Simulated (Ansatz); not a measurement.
# TiC (Fm-3m) under uniaxial strain along [001], part 2 of 2

Wanted: the shifts of the zone-centre modes of TiC (Fm-3m) with strain.

Ansatz 0.2.0; DFT LDA, scalar-relativistic, plane waves, PAW; PAW set soft_1.

So far, highest optical mode at the zone centre (no LO-TO term) (cm⁻¹): step 5 (modes at rest) 555.

The database entry behind the starting cell differs from later determinations by our own check (0.1 to 0.3 % short, probably kX units), so it need not match the best structure at ambient conditions.

### Step 6. Relaxation of a member: uniaxial strain of +4 % along [001]

The cell takes a uniaxial strain of +4 % along [001]. The strained length and the angles are held, while the rest of the cell and the atoms relax.

input.yaml reads:

```yaml
crystal:
  lattice:
    - [0.0, 2.1193930711, 2.2156299139]
    - [2.1193930711, 0.0, 2.2156299139]
    - [2.1193930711, 2.1193930711, 0.0]
  atoms:
    - { symbol: C, position: [0.5, 0.5, 0.5] }
    - { symbol: Ti, position: [0.0, 0.0, 0.0] }
  conventional_axes: [[-1, 1, 1], [1, -1, 1], [1, 1, -1]]
kpoints:
  mp_grid: { grid: [16, 16, 16] }
hamiltonian:
  xc: lda
  pseudopotentials: { kind: paw, azcp: { folder: soft_1 }, xc_functional: pbe }
scf:
  occupations: { method: methfessel_paxton, width: 0.2 }
output:
  forces: true
  stress: true
  eigenvalues: true
relax:
  adjacent_minimum: "off"
  f_tol: 0.001
  max_steps: 60
  cell: { stress_tol: 0.01, fix: [c, angles] }
```

Started as:

```sh
$ ansatz run input.yaml --threads 4 --pin off --max-ram 10240MiB --backend cpu --events-out ev --progress --plain --runs-dir out
```

Numbers of over 12 decimals in the logs are rounded to 6 here.

The log of the run:

```text
[...]
Crystal: 2 atoms, lattice volume = 19.904 Å³
Basis set: ecut = 420 eV, 371 PW (Γ)
Bands: 12, of which v1, the nominal top of the filled ones, is band 8 counted from 1 (7 counted from 0)
Symmetry: 16 space group operations
[...]
k-points: 349 of 4096
[...]
k-point 348: bands = [... 4 lower, 4.6227, 11.0043, 13.0309, 14.9624, 14.9624, 17.5372, 18.2949, 18.2949]
--- Relaxed structure (3 steps of the walk, 3 accepted, 1 SCFs on fresh bases) ---
[...]
cell:  # Å, volume = 19.8412 Å³
    - [0.0, 2.116020, 2.2156299139]
    - [2.116020, 0.0, 2.2156299139]
    - [2.116020, 2.116020, 0.0]
  atoms:
    - { symbol: C, position: [0.5, 0.5, 0.500000] }
    - { symbol: Ti, position: [0, 0, 0] }
[key lines of the parts left out:]
SCF converged after 5 iterations
Free energy (F): -2695.141420 eV
Fermi energy:    14.706712 eV
P = ⅓ Tr σ = -5.8455 GPa (-58.455 kbar)
```

Run time: 13 s. Hardware: 4 threads of AMD EPYC (Zen 3), shared host; peak memory 0.43 GiB.

Relaxation path:

```
step  energy less that of the first step (eV)  largest force component (eV/Å)  pressure (GPa)  volume (Å³)
   1                                   0.0000                          0.0000           -6.73        19.90
   2                                  -0.0003                          0.0000           -6.08        19.86
   3                                  -0.0003                          0.0000           -5.84        19.84
  4*                                  -0.0002                          0.0000           -5.85        19.84
```

Relaxation steps marked * repeat the geometry before them on a plane-wave basis chosen anew for their cell, so energy and pressure can jump there.

The run keeps the 16 symmetry operations that it works with, so distortions that break them were not tested.

```csv
"conventional cell, symmetrised",before,after,change
a (Å),2.997,2.993,-0.2 %
b (Å),2.997,2.993,-0.2 %
c (Å),4.431,4.431,+0.0 %
volume (Å³/atom),9.95,9.92,-0.3 %
```

The relaxed structure:

```xyz
2
Lattice="0.0000 2.1160 2.2156 2.1160 0.0000 2.2156 2.1160 2.1160 0.0000" Properties=species:S:1:pos:R:3 pbc="T T T"
C     2.1160    2.1160    2.2156
Ti    0.0000    0.0000    0.0000
```

Numbers from this step:

```
pressure        : -5.845 GPa
volume per atom : 9.921 Å³
```

The forces vanish by symmetry.

The cell shrank by 0.3 % in volume.

### Step 7. Zone-centre modes of the member: uniaxial strain of +4 % along [001]

The zone-centre modes follow for uniaxial strain of +4 % along [001].

input.yaml, the sections that differ from step 6:

```yaml
crystal:
  lattice:
    - [0.0, 2.116020497, 2.2156299139]
    - [2.116020497, 0.0, 2.2156299139]
    - [2.116020497, 2.116020497, 0.0]
  atoms:
    - { symbol: C, position: [0.5, 0.5, 0.5] }
    - { symbol: Ti, position: [0.0, 0.0, 0.0] }
output:
  eigenvalues: true
phonons:
  method: dfpt
# kpoints, hamiltonian, scf: as in step 6
# relax: removed
```

The log of the run:

```text
zone centre: on kpoints.mp_grid the ground state, and the responses unless they are solved on pairs of k-points, stand on 621 of the mesh's 4096 k-points, reduced under 8 symmetry operations, with k and −k counted as one. Each operation leaves every solved displacement unchanged or reverses it
[...]
Crystal: 2 atoms, lattice volume = 19.841 Å³
Basis set: ecut = 420 eV, 371 PW (Γ), exchange–correlation on 48×48×48 points (8 copies of the dense FFT grid, shifted against one another)
Bands: 12, of which v1, the nominal top of the filled ones, is band 8 counted from 1 (7 counted from 0)
Symmetry: 16 space group operations
k-points: 621 of 4096 (irreducible under 8 space group operations)
[...]
SCF iter   1: F=—  HF=-2696.179726 eV  |F-HF|=—  |Δ(HF+E_count)|=         —  Δρ=1.42e-1  dr2=5.14e0  ethr=3.10e-3  ⟨swp⟩=4.3  Hψ=35728  notcnv=0
[...]
SCF iter   9: F=-2695.141420 eV  HF=-2695.141420 eV  |F-HF|=1.36e-12  |Δ(HF+E_count)|=  2.46e-11  S|Δr|=    0.00e0  Δρ=2.80e-8  dr2=1.58e-13  ethr=1.00e-12  ⟨swp⟩=5.0  Hψ=26655  notcnv=0
SCF 1 converged in 9 iterations: F = -2695.141420 eV  dr2 = 1.58e-13
[...]
SCF converged after 9 iterations
[...]
Free energy (F): -2695.141420 eV
[...]
Internal energy: -2695.141593 eV  (E = F + TS)
E sigma→0 (E₀):  -2695.141463 eV
Entropy (-TS):   0.000173 eV (0.087 meV/atom)
Fermi energy:    14.706712 eV
[...]
--- Band table (eV; the first three rows and the last of 621) ---
  k-point 0: bands = [... 4 lower, 2.3903, 15.1370, 15.4918, 15.4918, 16.2681, 16.3222, 16.5054, 16.5054]
  k-point 1: bands = [... 4 lower, 2.4825, 14.8734, 15.0775, 15.3188, 15.6944, 15.8219, 16.6892, 17.3281]
  k-point 2: bands = [... 4 lower, 2.7531, 14.0422, 14.2999, 14.5214, 15.7665, 15.8791, 17.0270, 18.3901]
  k-point 620: bands = [... 4 lower, 4.6227, 11.0043, 13.0309, 14.9624, 14.9624, 17.5372, 18.2949, 18.2949]
[...]
ASR residual: 1.510e-5 → 0.000e0 eV/Å²; symmetrization residual: 1.083e-6 eV/Å²
  ASR residual per site (eV/Å²): 1.51e-5 7.52e-6
  Γ frequencies (cm⁻¹): 0.00 0.00 0.00 460.27 565.17 565.17
[...]
```

The job ended after 34 s (4 threads; peak memory 0.79 GiB; 1.9 min of CPU time).

This step gave:

```yaml
sum_rule_residual_before_enforcement: 1.51e-5 eV/Å²
point_group: 4/mmm
highest_optical_mode_at_the_zone_centre_no_lo_to_term: 565.2 cm⁻¹
lowest_optical_zone_centre_mode: 460.3 cm⁻¹
```

Patterns of degenerate modes are one choice out of their space. The modes at Γ (shares of kinetic energy by element, %):

```
mode  frequency (cm⁻¹)  symmetry  C %  Ti %
   1               0.0  acoustic   20    80
   2               0.0  acoustic   20    80
   3               0.0  acoustic   20    80
   4             460.3       A2u   80    20
   5             565.2        Eu   80    20
   6             565.2        Eu   80    20
```

Displacements in mode 4 (460.3 cm⁻¹), the largest set to 1:
```
C1   0.00  0.00  1.00
Ti2  0.00  0.00 -0.25
```

Displacements in mode 5 (565.2 cm⁻¹), the largest set to 1:
```
C1   0.00  1.00  0.00
Ti2  0.00 -0.25  0.00
```

The lowest optical mode is real, 460 cm⁻¹, and the highest lies at 565.2 cm⁻¹.

### Step 8. Relaxation of a member: uniaxial strain of -4 % along [001]

The cell takes a uniaxial strain of -4 % along [001]. The strained length and the angles are held, while the rest of the cell and the atoms relax.

input.yaml, the sections that differ from step 7:

```yaml
crystal:
  lattice:
    - [0.0, 2.1424667734, 2.0451968435]
    - [2.1424667734, 0.0, 2.0451968435]
    - [2.1424667734, 2.1424667734, 0.0]
  atoms:
    - { symbol: C, position: [0.5, 0.5, 0.5] }
    - { symbol: Ti, position: [0.0, 0.0, 0.0] }
  conventional_axes: [[-1, 1, 1], [1, -1, 1], [1, 1, -1]]
output:
  forces: true
  stress: true
  eigenvalues: true
relax:
  adjacent_minimum: "off"
  f_tol: 0.001
  max_steps: 60
  cell: { stress_tol: 0.01, fix: [c, angles] }
# kpoints, hamiltonian, scf: as in step 7
# phonons: removed
```

The log of the run:

```text
[...]
Crystal: 2 atoms, lattice volume = 18.776 Å³
Basis set: ecut = 420 eV, 363 PW (Γ)
Bands: 12, of which v1, the nominal top of the filled ones, is band 8 counted from 1 (7 counted from 0)
Symmetry: 16 space group operations
[...]
k-points: 349 of 4096
[...]
k-point 348: bands = [... 4 lower, 5.4271, 12.6274, 13.6631, 15.4349, 15.4349, 18.6791, 19.5088, 19.5088]
--- Relaxed structure (4 steps of the walk, 4 accepted, 2 SCFs on fresh bases) ---
[...]
cell:  # Å, volume = 18.8488 Å³
    - [0.0, 2.146639, 2.0451968435]
    - [2.146639, 0.0, 2.0451968435]
    - [2.146639, 2.146639, 0.0]
  atoms:
    - { symbol: C, position: [0.5, 0.5, 0.500000] }
    - { symbol: Ti, position: [0, 0, 0] }
[key lines of the parts left out:]
SCF converged after 3 iterations
Free energy (F): -2695.125674 eV
Fermi energy:    15.634448 eV
P = ⅓ Tr σ = 8.9125 GPa (89.125 kbar)
```

Wall time 15 s (4 threads); peak memory 0.43 GiB.

Relaxation path:

```
step  energy less that of the first step (eV)  largest force component (eV/Å)  pressure (GPa)  volume (Å³)
   1                                   0.0000                          0.0000           10.04        18.78
   2                                  -0.0002                          0.0000            9.23        18.83
   3                                  -0.0002                          0.0000            8.92        18.85
  4*                                  -0.0003                          0.0000            8.92        18.85
   5                                  -0.0003                          0.0000            8.91        18.85
  6*                                  -0.0003                          0.0000            8.91        18.85
```

Relaxation steps marked * repeat the geometry before them on a plane-wave basis chosen anew for their cell, so energy and pressure can jump there.

The run keeps the 16 symmetry operations that it works with, so distortions that break them were not tested.

```csv
"conventional cell, symmetrised",before,after,change
a (Å),3.030,3.036,+0.2 %
b (Å),3.030,3.036,+0.2 %
c (Å),4.090,4.090,-0.0 %
volume (Å³/atom),9.39,9.42,+0.4 %
```

Final coordinates:

```
C Ti
1.0
     0.00000    2.14664    2.04520
     2.14664    0.00000    2.04520
     2.14664    2.14664    0.00000
C Ti
1 1
Direct
  0.50000 0.50000 0.50000
  0.00000 0.00000 0.00000
```

This step gave:

| Item | Value |
| --- | --- |
| pressure | 8.912 GPa |
| volume per atom | 9.424 Å³ |

The forces vanish by symmetry.

The cell grew by 0.4 % in volume.

### Step 9. Modes of this member: uniaxial strain of -4 % along [001]

The zone-centre modes follow for uniaxial strain of -4 % along [001].

input.yaml, the sections that differ from step 8:

```yaml
crystal:
  lattice:
    - [0.0, 2.1466386767, 2.0451968435]
    - [2.1466386767, 0.0, 2.0451968435]
    - [2.1466386767, 2.1466386767, 0.0]
  atoms:
    - { symbol: C, position: [0.5, 0.5, 0.5] }
    - { symbol: Ti, position: [0.0, 0.0, 0.0] }
output:
  eigenvalues: true
phonons:
  method: dfpt
# kpoints, hamiltonian, scf: as in step 8
# relax: removed
```

The log of the run:

```text
[...]
Crystal: 2 atoms, lattice volume = 18.849 Å³
Basis set: ecut = 420 eV, 363 PW (Γ), exchange–correlation on 48×48×48 points (8 copies of the dense FFT grid, shifted against one another)
Bands: 12, of which v1, the nominal top of the filled ones, is band 8 counted from 1 (7 counted from 0)
Symmetry: 16 space group operations
k-points: 621 of 4096 (irreducible under 8 space group operations)
[...]
k-point 1: bands = [... 4 lower, 3.1736, 15.7950, 15.9491, 16.2548, 16.6357, 16.7984, 17.6940, 18.3898]
  k-point 2: bands = [... 4 lower, 3.4620, 14.9040, 15.1673, 15.4107, 16.7171, 16.8543, 18.0656, 19.5195]
  k-point 620: bands = [... 4 lower, 5.4271, 12.6274, 13.6631, 15.4349, 15.4349, 18.6791, 19.5088, 19.5088]
[...]
ASR residual: 1.425e-5 → 0.000e0 eV/Å²; symmetrization residual: 1.903e-7 eV/Å²
  ASR residual per site (eV/Å²): 1.42e-5 4.88e-6
  Γ frequencies (cm⁻¹): 0.00 0.00 0.00 534.65 534.65 673.87
[...]
[key lines of the parts left out:]
SCF converged after 9 iterations
Free energy (F): -2695.125674 eV
Fermi energy:    15.634448 eV
```

It took 35 s on 4 threads; peak memory 0.77 GiB; 1.7 min of CPU time.

This step gave:

* sum-rule residual before enforcement: 1.42e-5 eV/Å²
* highest optical mode at the zone centre (no LO-TO term): 673.9 cm⁻¹
* lowest optical zone-centre mode: 534.6 cm⁻¹

Patterns of degenerate modes are one choice out of their space. The modes at Γ (shares of kinetic energy by element, %):

```
mode  frequency (cm⁻¹)  symmetry  C %  Ti %
   1               0.0  acoustic   20    80
   2               0.0  acoustic   20    80
   3               0.0  acoustic   20    80
   4             534.6        Eu   80    20
   5             534.6        Eu   80    20
   6             673.9       A2u   80    20
```

The lowest optical mode is real, 535 cm⁻¹, and the highest lies at 673.9 cm⁻¹.

For the highest optical mode at the zone centre (no LO-TO term), step 5 gave 555 cm⁻¹; this run, with strain -4 %, gives 674 cm⁻¹ (+21 %).

### Step 10. The series together

The members are set side by side, also those not shown above.

Stress is positive in compression; energies are extrapolated to zero smearing, and E0 is that at rest; the edges not held and the atoms are relaxed in each cell; all runs use 16×16×16 k points and Methfessel-Paxton smearing of 0.2 eV. State of the crystal along the series:

| strain (%) | stress along the axis (GPa) | free strain along [100] (%) | free strain along [010] (%) | E - E0 (meV/atom) |
| --- | --- | --- | --- | --- |
| -4 | 26.74 | 0.7616 | 0.7616 | 30.27 |
| -3 | 18.99 | 0.5658 | 0.5658 | 16.33 |
| -2 | 11.98 | 0.3735 | 0.3735 | 6.955 |
| -1 | 5.662 | 0.1842 | 0.1842 | 1.665 |
| 0 | -0.008301 | 0 | 0 | 0 |
| 1 | -5.105 | -0.1802 | -0.1802 | 1.552 |
| 2 | -9.703 | -0.3525 | -0.3525 | 5.992 |
| 3 | -13.84 | -0.5173 | -0.5173 | 13.03 |
| 4 | -17.53 | -0.6756 | -0.6756 | 22.41 |

Optical modes are counted from below at rest and tracked from member to member by their patterns, and modes that stay within 0.3 cm⁻¹ of each other stand once; labels, where given, are those at rest; the edges not held and the atoms are relaxed in each cell; all runs use 16×16×16 k points and Methfessel-Paxton smearing of 0.2 eV. Optical modes along the series:

```csv
strain (%),"optical mode 1 T1u, singlet (cm⁻¹)","optical mode 2 T1u, doublet (cm⁻¹)"
-4,673.9,534.6
-3,641.5,542
-2,610.7,547.4
-1,581.8,551.5
0,554.9,554.9
1,529.7,558
2,505.6,560.8
3,482.4,563.2
4,460.3,565.2
```

Value and slope at zero strain of a cubic (a lower polynomial where under five rows exist) through the rows within 2 % of rest. Slopes at rest:

```csv
mode,frequency (cm⁻¹),shift per percent of strain (cm⁻¹),shift per GPa of compressive stress (cm⁻¹)
"optical mode 1 T1u, singlet",554.9,-25.98,4.84
"optical mode 2 T1u, doublet",554.9,3.2,-0.6
```

### Step 11. Outcome

```json
{"members": "9", "highest optical mode at the zone centre (no LO-TO term), at rest": "554.9 cm⁻¹", "Young’s modulus along [001]": "537 GPa", "optical mode 1 T1u, singlet, shift per percent": "-25.98 cm⁻¹", "optical mode 2 T1u, doublet, shift per percent": "3.20 cm⁻¹"}
```

**Reading.** The stress changes by 5.37 GPa for each percent, a Young’s modulus of 537 GPa along [001]. For each percent the free edge responds with -0.18 %. The strain lowers the symmetry: the level at 554.9 cm⁻¹ splits, into 673.9 and 534.6 cm⁻¹ at -4 %. The fastest shift in the table of slopes is -26.0 cm⁻¹ for each percent (optical mode 1 T1u, singlet), or 4.8 cm⁻¹ for each GPa of compressive stress. For small strain, the measured shift of a line that Raman or infrared light can see, divided by its slope, estimates the stress, if the state of stress is of this kind. These are harmonic frequencies at zero temperature: anharmonic shifts, linewidths and thermal expansion are left out. With no gap, or one that is small against the smearing, the frequencies hang on the k mesh and the smearing, most of all near Kohn anomalies. The PAW files were made for PBE; the program adapts parts of them to the functional of the run, but their partial waves stay those of PBE, an approximation that was not tested in this session. Only the zone centre was solved, so an instability at another wavevector cannot show here.

[Logs are printed without paths, hosts, clocks, repeated set-up lines and the standing remarks that a program may print on its own settings, such as how far it seeks lower states.]

[Hosts, paths, dates, database ids (printed as entryN), source tags and the programs' standing remarks are cut or masked in the printed files.]
